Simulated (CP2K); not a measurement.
The C K edge of trifluorotoluene was computed by TDDFT (CP2K XAS_TDP, aug-cc-pVDZ, TDA) at these levels: PBE0, PBEh(45%) and PBEh(45%) + GW2X. The first three lines of C2 (bonded to C and 3 F) with a strength over 0.0015, energy in eV and strength:

| run | first | second | third |
| --- | --- | --- | --- |
| 1 | 282.61 (0.014) | 284.87 (0.060) | 285.12 (0.003) |
| 2 | 288.93 (0.047) | 290.00 (0.088) | 290.98 (0.003) |
| 3 | 295.72 (0.046) | 296.79 (0.086) | 297.77 (0.003) |

**Question.** Which run is which?

Run 1: PBE0 (25 % exact exchange). Run 2: PBEh(45%) (45 % exact exchange). Run 3: PBEh(45%) + GW2X (45 % exact exchange). Self-interaction lifts the core level, so the uncorrected lines rise with the share of exact exchange. The GW2X run keeps the spacings of its parent: 1.07 eV between the first two lines in run 3, 1.07 eV in run 2. Its shift is +6.79 eV, since the Kohn–Sham level at this share of exchange lies that far above the quasiparticle level.

[Hosts, paths, dates, database ids (printed as entryN), source tags and the programs' standing remarks are cut or masked in the printed files.]
